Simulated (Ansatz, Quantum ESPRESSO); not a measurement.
# Evanescent states of BP, zinc blende type, lattice constant set to 4.55 Å, part 3 of 3

How good a tunnel barrier is BP, zinc blende type, lattice constant set to 4.55 Å?

Quantum ESPRESSO 7.5; plane-wave DFT, PBE, GBRV ultrasoft pseudopotentials; cross-check by Ansatz 0.2.0 with PAW datasets.

So far. Step 2 (SCF with pw.x): The run needed 9 iterations to bring the estimated error under 1e-09 Ry.

## (4) Complex band structure, with nz1 = 11

Level of this step: complex band structure by pwcond; plane-wave DFT, PBE, GBRV ultrasoft pseudopotentials (Quantum ESPRESSO).

A sensitivity test on the input.

Contents of cbs.w.in:

```
&inputcond
  outdir = './out'
  prefixl = 'scf'
  band_file = 'cbs.w'
  ikind = 0
  ewind = 4.0
  epsproj = 1e-05
  nz1 = 11
  energy0 = 4.48
  denergy = -0.16
/
4
  0.00000000 0.00000000 1.00000000
  0.50000000 0.00000000 1.00000000
  0.50000000 0.50000000 1.00000000
  0.25000000 0.00000000 1.00000000
41
```

Command:

```console
$ OMP_NUM_THREADS=1 mpirun -n 2 pwcond.x -in cbs.w.in > cbs.w.out
```

Numbers of over 12 decimals in the logs are rounded to 6 here.

What it wrote:

```text
[banner, memory and clock lines left out]
Program PWCOND v.7.5 starts
[citation notice left out]

[...]
./out/scf.save/

     IMPORTANT: XC functional enforced from input :
     Exchange-correlation= PBE
                           (   1   4   3   4   0   0   0)
     Any further DFT definition will be discarded
     Please, verify this is what you really want

     Reading collected, re-writing distributed wavefunctions

===== INPUT FILE containing the left lead =====

     GEOMETRY:

     lattice parameter (alat)  =       6.0799  a.u.
     the volume                =     317.8343 (a.u.)^3
     the cross section         =      36.9650 (a.u.)^2
     l of the unit cell        =       1.4142 (alat)
     number of atoms/cell      =            4
     number of atomic types    =            2

     crystal axes: (cart. coord. in units of alat)
               a(1) = (  1.0000  0.0000  0.0000 )
               a(2) = (  0.0000  1.0000  0.0000 )
               a(3) = (  0.0000  0.0000  1.4142 )

   Cartesian axes

     site n.     atom                  positions (alat units)
          1        B      tau(  1)=(  0.0000  0.0000  1.4142  )
          2        P      tau(  2)=(  0.5000  0.0000  0.3536  )
          3        B      tau(  3)=(  0.5000  0.5000  0.7071  )
          4        P      tau(  4)=(  0.0000  0.5000  1.0607  )

     nr1s                      =           25
     nr2s                      =           25
     nr3s                      =           36
     nr1sx                     =           25
     nr2sx                     =           25
     nr3sx                     =           36
     nr1                       =           27
     nr2                       =           27
     nr3                       =           40
     nr1x                      =           27
     nr2x                      =           27
     nr3x                      =           40

 _______________________________
  Radii of nonlocal spheres:

     type       ibeta     ang. mom.          radius (alat units)
       B          1         0                    0.2057
       B          2         0                    0.2057
       B          3         1                    0.2057
       B          4         1                    0.2057
       P          1         0                    0.2475
       P          2         0                    0.2475
       P          3         1                    0.2475
       P          4         1                    0.2475
       P          5         2                    0.2475
       P          6         2                    0.2475
----- General information -----

----- Complex band structure calculation -----

     nrx                       =           25
     nry                       =           25
     nz1                       =           11

     energy0               =         4.5E+00
     denergy               =        -1.6E-01
     nenergy               =         41
     ecut2d                =         4.0E+01
     ewind                 =         4.0E+00
     epsproj               =         1.0E-05

     number of k_|| points=    4
                       cryst. coord.
        k(    1) = (   0.0000000   0.0000000), wk =   0.2500000
        k(    2) = (   0.5000000   0.0000000), wk =   0.2500000
        k(    3) = (   0.5000000   0.5000000), wk =   0.2500000
        k(    4) = (   0.2500000   0.0000000), wk =   0.2500000
----- Information about left lead -----

     nocros                   =            8
     noins                    =           44
     norb                     =           60
     norbf                    =           60
     nrz                      =           36

      iorb      type   ibeta   ang. mom.   m       position (alat)
        1        1       1        0        1   taunew(   1)=(  0.0000  0.0000  0.0000)
        2        1       2        0        1   taunew(   2)=(  0.0000  0.0000  0.0000)
[...]
60        1       4        1        3   taunew(  60)=(  0.0000  0.0000  1.4142)
    k slab    z(k)  z(k+1)     crossing(iorb=1,norb)
    1   0.0000 0.0393 0.0393   111111110000000000000000000000000000000000000000000000000000
    2   0.0393 0.0786 0.0393   111111110000000000000000000000000000000000000000000000000000
[...]
36   1.3749 1.4142 0.0393   000000000000000000000000000000000000000000000000000011111111
 ngper, shell number =          121          20
 ngper, n2d =          121         104
---  E-Ef =    4.4800000  k =    0.0000000   0.0000000
---  ie =          1  ik =          1
 Nchannels of the left tip =            3
 Right moving states:
   k1(2pi/a)   k2(2pi/a)   E-Ef (eV)
   0.1984975  -0.0000000   4.4800000
   0.1985121   0.0000000   4.4800000
   0.4561011   0.0000000   4.4800000
 Left moving states:
   k1(2pi/a)   k2(2pi/a)   E-Ef (eV)
  -0.1984975  -0.0000000   4.4800000
  -0.1984975  -0.0000000   4.4800000
  -0.4560991   0.0000000   4.4800000

---  E-Ef =    4.3200000  k =    0.0000000   0.0000000
---  ie =          2  ik =          1
 Nchannels of the left tip =            3
 Right moving states:
   k1(2pi/a)   k2(2pi/a)   E-Ef (eV)
   0.1804094  -0.0000000   4.3200000
   0.1804243   0.0000000   4.3200000
   0.4406251   0.0000000   4.3200000
 Left moving states:
   k1(2pi/a)   k2(2pi/a)   E-Ef (eV)
  -0.1804094  -0.0000000   4.3200000
  -0.1804094  -0.0000000   4.3200000
  -0.4406230   0.0000000   4.3200000
[... further energies and points left out ...]
---  E-Ef =   -1.7600000  k =    0.2500000   0.0000000
---  ie =         40  ik =          4
 Nchannels of the left tip =            3
 Right moving states:
   k1(2pi/a)   k2(2pi/a)   E-Ef (eV)
   0.1014356   0.0000000  -1.7600000
  -0.3870544   0.0000000  -1.7600000
  -0.4353718  -0.0000000  -1.7600000
 Left moving states:
   k1(2pi/a)   k2(2pi/a)   E-Ef (eV)
  -0.1014354   0.0000000  -1.7600000
   0.3870544  -0.0000000  -1.7600000
   0.4353725  -0.0000000  -1.7600000

---  E-Ef =   -1.9200000  k =    0.2500000   0.0000000
---  ie =         41  ik =          4
 Nchannels of the left tip =            3
 Right moving states:
   k1(2pi/a)   k2(2pi/a)   E-Ef (eV)
   0.0768046   0.0000000  -1.9200000
  -0.4205079   0.0000000  -1.9200000
  -0.4561491  -0.0000000  -1.9200000
 Left moving states:
   k1(2pi/a)   k2(2pi/a)   E-Ef (eV)
  -0.0768044   0.0000000  -1.9200000
   0.4205079  -0.0000000  -1.9200000
   0.4561498  -0.0000000  -1.9200000

[...]
```

Run time: 2.6 min. Hardware: 2 MPI ranks of Arm Neoverse N1, shared host; peak memory 0.12 GiB; 5 min of CPU time.

Beside the run it was changed from:

```tsv
quantity	this run	unchanged run	difference
peak of the smallest κ at the zone centre (Å⁻¹)	0.21	0.21	0
peak of the smallest κ at (1/2, 0) (Å⁻¹)	0.301	0.301	0
wall time (s)	154	143
```

The physical values in this table stay within 0.05 %.

## (5) The same in Ansatz

A second code with its own PAW datasets, on the same atoms.

Level of this step: plane-wave DFT, PBE, Ansatz PAW (Ansatz 0.2.0).

Contents of input.yaml:

```yaml
crystal:
  lattice:
    - [3.2173358544, 0.0, 0.0]
    - [0.0, 3.2173358544, 0.0]
    - [0.0, 0.0, 4.55]
  atoms:
    - { symbol: B, position: [0.0, 0.0, 0.0] }
    - { symbol: P, position: [0.5, 0.0, 0.25] }
    - { symbol: B, position: [0.5, 0.5, 0.5] }
    - { symbol: P, position: [0.0, 0.5, 0.75] }
kpoints:
  mp_grid: { grid: [8, 8, 6] }
hamiltonian:
  xc: pbe
scf:
  occupations: { method: fixed }
  convergence: { dr2_threshold: 1.0e-09 }
output:
  transmission:
    leads: [[0, 0]]
    kpoints: [[0, 0], [0.5, 0], [0.5, 0.5], [0.25, 0]]
    e_range: [-1.92, 4.48]
    de: 0.16
```

Command:

```console
$ ansatz run input.yaml --threads 2 --pin off --max-ram 4096MiB --backend cpu --events-out ev --progress --plain --runs-dir out
```

What it wrote:

```text
Engine: ansatz 0.2.0, aarch64-unknown-linux-gnu
Pseudopotentials: kind: paw
Pseudopotential: B, paw, valence charge 3, recommended cutoff 420 eV (normal), B.paw.azcp
Pseudopotential: P, paw, valence charge 5, recommended cutoff 420 eV (normal), P.paw.azcp
Functional definition: PBE
  parameter kappa = 0.804
  parameter beta = 0.066725
  exchange = pbe_x(kappa = kappa, mu = beta*pi^2/3)
  correlation = pbe_c(beta = beta)
Crystal: 4 atoms, lattice volume = 47.098 Å³
Basis set: ecut = 420 eV, 919 PW (Γ)
Bands: 12, of which v1, the nominal top of the filled ones, is band 8 counted from 1 (7 counted from 0)
Symmetry: 16 space group operations
Space group: F-43m (ITA 216), of the structure as read, at distance tolerance 3.6e-5 Å
k-points: 60 of 384 (time reversal used)
Non-local potential: B, projectors of the file, l = 0: 2, l = 1: 2, l = 2: 1
Non-local potential: P, projectors of the file, l = 0: 2, l = 1: 2, l = 2: 2
PAW form: soft (Blöchl's): semilocal exchange-correlation on the pseudo side does not see the compensation charge
PAW one-centre angular grid: B, 110 points (default); XC on 64 Gauss nodes
PAW one-centre angular grid: P, 110 points (default); XC on 64 Gauss nodes
Initial density: superposition of atomic densities (neutral atoms: chi_scale 0, normalization atom), corrected by the library's trained network
Initial wavefunctions: pseudopotential atomic-orbital guess
Functional: x = pbe(κ = 0.804, μ = 0.219515), c = pbe(β = 0.066725)
SCF iter   1: F=—  HF=-1824.892543 eV  |F-HF|=—  |Δ(HF+E_count)|=         —  Δρ=1.37e-3  dr2=6.94e-4  ethr=1.77e-3  ⟨swp⟩=5.0  Hψ=4220  notcnv=0  defer=113
preconditioner: auto → none  [insulator: Δε(μ)=1.247 eV  Ē_g=10.769 eV  n_scr=6 (ndim 8)  ℏωp=21.6 eV  f_vac=0.000  ε∞_Penn≈5.0]
SCF iter   2: F=—  HF=-1824.893056 eV  |F-HF|=—  |Δ(HF+E_count)|=   5.13e-4  Δρ=6.58e-4  dr2=1.50e-4  ethr=4.34e-6  ⟨swp⟩=2.5  Hψ=1796  notcnv=0  defer=120
SCF iter   3: F=—  HF=-1824.893059 eV  |F-HF|=—  |Δ(HF+E_count)|=   2.51e-6  Δρ=3.27e-4  dr2=1.47e-5  ethr=9.38e-7  ⟨swp⟩=2.7  Hψ=1194  notcnv=0  defer=117
SCF iter   4: F=—  HF=-1824.893097 eV  |F-HF|=—  |Δ(HF+E_count)|=   3.78e-5  Δρ=6.45e-5  dr2=2.12e-6  ethr=9.17e-8  ⟨swp⟩=2.0  Hψ=1201  notcnv=0  defer=101
SCF iter   5: F=—  HF=-1824.893095 eV  |F-HF|=—  |Δ(HF+E_count)|=   1.85e-6  Δρ=7.94e-6  dr2=2.76e-8  ethr=1.33e-8  ⟨swp⟩=2.5  Hψ=1199  notcnv=0  defer=95
SCF iter   6: F=—  HF=-1824.893095 eV  |F-HF|=—  |Δ(HF+E_count)|=   4.07e-9  Δρ=1.80e-6  dr2=1.57e-9  ethr=1.73e-10  ⟨swp⟩=2.5  Hψ=1185  notcnv=0  defer=96
SCF iter   7: F=-1824.893095 eV  HF=-1824.893095 eV  |F-HF|=1.64e-11  |Δ(HF+E_count)|=  2.09e-10  Δρ=2.09e-7  dr2=2.32e-11  ethr=6.25e-12  ⟨swp⟩=5.9  Hψ=3529  notcnv=0
SCF 1 converged in 7 iterations: F = -1824.893095 eV  dr2 = 2.32e-11
  greatest PAW one-centre occupation: 0.774 electrons in one spin orbital (limit 2), on the P atom at site 3 (counted from 0), in its partial waves of l = 0
transmission: 8 of 32 steps passed
transmission: 16 of 32 steps passed
transmission: 24 of 32 steps passed
transmission: 32 of 32 steps passed
SCF converged after 7 iterations
Free energy (F): -1824.893095 eV
Harris-Foulkes:  -1824.893095 eV  (|F-HF|=1.64e-11)
Internal energy: -1824.893095 eV  (E = F + TS)
E sigma→0 (E₀):  -1824.893095 eV
Fermi energy:    9.156644 eV
--- Per-component energies (eV) ---
  E_band       = 43.131567
  E_kinetic    = 242.612603
  E_local      = -136.945740  (includes V_loc(G=0)·N_el)
  E_nonlocal   = 89.949478
  E_hartree    = 34.307236
  E_xc         = -189.453813
  E_vxc        = -200.718558  (∫ρ·V_xc dr)
  E_paw        = -1295.885713  (= ΣΔE_a)
  E_vpaw       = -20.380694  (= ΣTr[D̂ρ^β])
  E_aug_tail   = 0.000001  (compensation charges beyond the density's cutoff)
  E_ewald      = -569.477147
  E_smearing   = -0.000000  (= −TS)
  E_closure    = -0.000000  (closes the sum)
  Σ components = -1824.893095   (vs F -1824.893095, Δ=0.00e0)
--- Band table (eV; the first three rows and the last of 60) ---
  k-point 0: bands = [... 4 lower, 5.0723, 9.1566, 9.1566, 9.1566, 10.5082, 10.8255, 12.5489, 12.5489]
  k-point 1: bands = [... 4 lower, 5.2288, 8.5325, 8.5325, 8.5917, 10.4071, 11.3501, 12.2373, 13.3554]
  k-point 2: bands = [... 4 lower, 5.6931, 7.2169, 7.4401, 7.4401, 10.5501, 11.5975, 12.4727, 14.9812]
  k-point 59: bands = [... 4 lower, 3.5311, 3.5311, 3.7356, 3.7356, 14.4837, 14.4837, 15.8975, 15.8975]
--- Transmission ---
  basis      : 89 plane waves across, 8 finite elements along
  points     : 4, as listed
  energies   : 41 from -1.920000 to 4.480000 eV about the Fermi level, 0.160000 eV apart; the leads are filled to 0.625210 eV, and channels, transmission and decay are at 0.640000 eV
  crystal 0  : P2B2, at the sites [0, 0], period 4.5500 Å: whole cells are its period
    offset         : up to 0.0000 Å between an atom of the period and one for which it stands
    channels       : 0.000000e0 a spin
    conductance    : none, the energies end too early or step too widely for 300 K: set another output.transmission.e_range or a lower de, or, where they end at an eighth of basis.ecutwfc, a higher one
    slowest decay  : 0.1824 /Å at (0.0000, 0.0000)
```

Run time: 25 s. Hardware: 2 threads; peak memory 0.31 GiB.

Numbers from this step:

| Item | Value |
| --- | --- |
| free energy | -1824.8931 eV |
| gap by band count | 1.250 eV |
| symmetry operations | 16 |
| slowest decay at the grid energy nearest mid-gap | 0.1824 Å⁻¹ |
| peak of the smallest κ at the zone centre | 0.2075 Å⁻¹ |
| energy of the peak at the zone centre | 0.96 eV |
| peak of the smallest κ at (1/2, 0) | 0.3005 Å⁻¹ |
| peak of the smallest κ at (1/4, 0) | 0.3003 Å⁻¹ |
| valence top, on the run's zero | 9.157 eV |

K across = (0, 0) in the cell's reciprocal vectors; values within 0.0025 1/Å of each other count once, columns are sorted by size at each energy, a dash where no further value was kept. Table of Im kz of the slowest decaying states by energy, zero at the highest filled level of the SCF mesh:

```tsv
energy (eV)	decay 1 (Å⁻¹)	decay 2 (Å⁻¹)	decay 3 (Å⁻¹)
-1.92	0.959	-	-
-1.60	0.910	-	-
-1.28	0.858	-	-
-0.96	0.803	-	-
-0.64	0.744	-	-
-0.32	0.680	-	-
-0.16	0.645	-	-
0.00	0.00467	0.609	-
0.16	0.101	0.117	0.570
0.48	0.163	0.199	0.481
0.80	0.197	0.251	0.371
1.12	0.204	0.215	0.290
1.44	0.0811	0.224	0.322
1.76	0.224	0.347	-
2.08	0.217	0.368	-
2.40	0.201	0.386	-
2.72	0.174	0.401	-
2.88	0.156	0.408	-
3.20	0.1000	0.420	-
3.52	0.134	0.432	-
3.84	0.233	0.444	-
4.16	0.282	0.456	1.49
4.48	0.308	0.469	1.46
```

K across = (0, 0) in the cell's reciprocal vectors. Re kz of states that move upwards against energy, zero at the highest filled level of the SCF mesh:

```tsv
energy (eV)	channel 1 (Å⁻¹)	channel 2 (Å⁻¹)	channel 3 (Å⁻¹)
-1.92	-0.504	-0.504	-0.457
-1.76	-0.470	-0.470	-0.434
-1.60	-0.436	-0.436	-0.411
-1.44	-0.402	-0.402	-0.386
-1.28	-0.369	-0.369	-0.361
-1.12	-0.336	-0.336	-0.335
-0.96	-0.307	-0.303	-0.303
-0.64	-0.246	-0.234	-0.234
-0.48	-0.211	-0.197	-0.197
-0.32	-0.171	-0.156	-0.156
-0.16	-0.119	-0.107	-0.107
0.00	-	-	-
0.16	-	-	-
0.32	-	-	-
0.48	-	-	-
0.64	-	-	-
0.80	-	-	-
0.96	-	-	-
1.12	-	-	-
1.44	0.494	-	-
1.60	0.588	-	-
1.76	0.0826	0.665	-
1.92	-0.649	0.148	-
2.08	-0.588	0.198	-
2.24	-0.530	0.242	-
2.40	-0.474	0.282	-
2.56	-0.419	0.318	-
2.72	-0.364	0.351	-
2.88	-0.308	0.383	-
3.04	-0.247	0.413	-
3.20	-0.176	0.441	-
3.52	0.0850	0.0850	0.493
3.68	0.130	0.130	0.518
3.84	0.165	0.165	0.542
4.00	0.196	0.196	0.565
4.16	0.224	0.224	0.588
4.32	0.250	0.250	0.610
4.48	0.275	0.275	0.631
```

K across = (1/2, 0) in the cell's reciprocal vectors; values within 0.0025 1/Å of each other count once, columns are sorted by size at each energy, a dash where no further value was kept. The Im kz of the slowest decaying states by energy, zero at the highest filled level of the SCF mesh:

```tsv
energy (eV)	decay 1 (Å⁻¹)	decay 2 (Å⁻¹)	decay 3 (Å⁻¹)
-1.92	1.35	-	-
-1.60	0.0950	0.342	1.32
-1.28	0.164	0.509	1.28
-0.96	0.206	0.580	1.24
-0.64	0.236	0.619	1.20
-0.32	0.259	0.640	1.16
-0.16	0.268	0.646	1.14
0.00	0.276	0.650	1.12
0.16	0.282	0.653	1.10
0.48	0.292	0.652	1.05
0.80	0.298	0.646	1.01
1.12	0.301	0.635	0.958
1.44	0.299	0.620	0.906
1.76	0.293	0.601	0.851
2.08	0.284	0.578	0.792
2.40	0.269	0.551	0.727
2.72	0.247	0.520	0.653
2.88	0.234	0.502	0.612
3.20	0.197	0.463	0.516
3.52	0.134	0.385	0.417
3.84	0.0657	0.362	-
4.16	0.136	0.292	-
4.48	0.174	0.190	-
```

K across = (1/2, 1/2) in the cell's reciprocal vectors; values within 0.0025 1/Å of each other count once, columns are sorted by size at each energy, a dash where no further value was kept. The Im kz of the slowest decaying states by energy, zero at the highest filled level of the SCF mesh:

```tsv
energy (eV)	decay 1 (Å⁻¹)	decay 2 (Å⁻¹)
-1.92	0.325	0.329
-1.76	0.326	0.330
-1.60	0.326	0.331
-1.44	0.325	0.330
-1.28	0.323	0.328
-1.12	0.320	0.326
-0.96	0.315	0.322
-0.64	0.304	0.313
-0.48	0.296	0.306
-0.32	0.287	0.299
-0.16	0.278	0.291
0.00	0.266	0.282
0.16	0.254	0.271
0.32	0.239	0.260
0.48	0.223	0.247
0.64	0.204	0.232
0.80	0.181	0.216
0.96	0.155	0.197
1.12	0.120	0.175
1.44	0.115	-
1.60	0.0638	-
1.76	-	-
1.92	-	-
2.08	-	-
2.24	-	-
2.40	-	-
2.56	-	-
2.72	-	-
2.88	-	-
3.04	-	-
3.20	-	-
3.52	-	-
3.68	-	-
3.84	-	-
4.00	-	-
4.16	-	-
4.32	-	-
4.48	-	-
```

K across = (1/4, 0) in the cell's reciprocal vectors; values within 0.0025 1/Å of each other count once, columns are sorted by size at each energy, a dash where no further value was kept. Im kz of the slowest decaying states against energy, zero at the highest filled level of the SCF mesh:

```tsv
energy (eV)	decay 1 (Å⁻¹)	decay 2 (Å⁻¹)	decay 3 (Å⁻¹)
-1.92	1.08	1.43	-
-1.60	1.03	1.40	-
-1.28	0.989	1.36	-
-0.96	0.0954	0.942	1.33
-0.64	0.169	0.893	1.30
-0.32	0.130	0.213	0.841
-0.16	0.195	0.229	0.814
0.00	0.239	0.243	0.786
0.16	0.255	0.273	0.757
0.48	0.274	0.324	0.695
0.80	0.288	0.359	0.627
1.12	0.296	0.383	0.550
1.44	0.300	0.399	0.460
1.76	0.300	0.344	0.408
2.08	0.152	0.295	0.409
2.40	0.285	0.403	0.930
2.72	0.269	0.389	0.888
2.88	0.259	0.378	0.867
3.20	0.232	0.346	0.827
3.52	0.190	0.297	0.788
3.84	0.113	0.216	0.752
4.16	0.0929	0.719	0.737
4.48	0.0613	0.0827	0.666
```

## (6) The arithmetic

T falls as exp(−2κd). With κ = 0.182 1/Å, 10 Å of barrier pass exp(−2 × 0.182 × 10) = 0.026 of that channel, interfaces aside.

## (7) Outcome

```json
{
 "gap on the SCF mesh": "1.26 eV",
 "smallest κ at mid-gap among the four k points, at the zone centre": "0.182 Å⁻¹",
 "peak of the smallest κ in the stop band at the zone centre": "0.210 Å⁻¹",
 "peak of the smallest κ in the stop band at (1/2, 0)": "0.301 Å⁻¹",
 "peak of the smallest κ in the stop band at (1/4, 0)": "0.301 Å⁻¹",
 "energy of the peak at the zone centre, over the highest filled level": "1.12 eV",
 "peak at the zone centre by Ansatz": "0.207 Å⁻¹"
}
```

**Reading.** With a gap of 1.26 eV on the mesh, the smallest κ at mid-gap among the four k points, at the zone centre is 0.182 Å⁻¹ (PBE, GBRV ultrasoft). For a barrier with the Fermi level at mid-gap the slowest state found, at the zone centre, loses a factor of ten in probability every 6.3 Å or so. Stop bands away from the zone centre are mostly wider than the gap, so their peaks can lie above the conduction bottom. At the zone centre pwcond's peak is 0.210 and Ansatz's 0.207 1/Å, 1 % apart. The cell is the a/√2 one, turned by 45°, with two primitive cells, so X along [001] folds onto kz = 0. A semilocal gap is too small, often by a third to a half and by more in narrow-gap crystals, so real barriers decay faster.

[Logs are printed without paths, hosts, clocks, repeated set-up lines and the standing remarks that a program may print on its own settings, such as how far it seeks lower states.]

[Hosts, paths, dates, database ids (printed as entryN), source tags and the programs' standing remarks are cut or masked in the printed files.]

[Maps of the electrostatic potential energy from Ansatz leave out the sawtooth potential of an applied field or a dipole correction, so their vacuum need not be flat; planar profiles and work functions include it.]
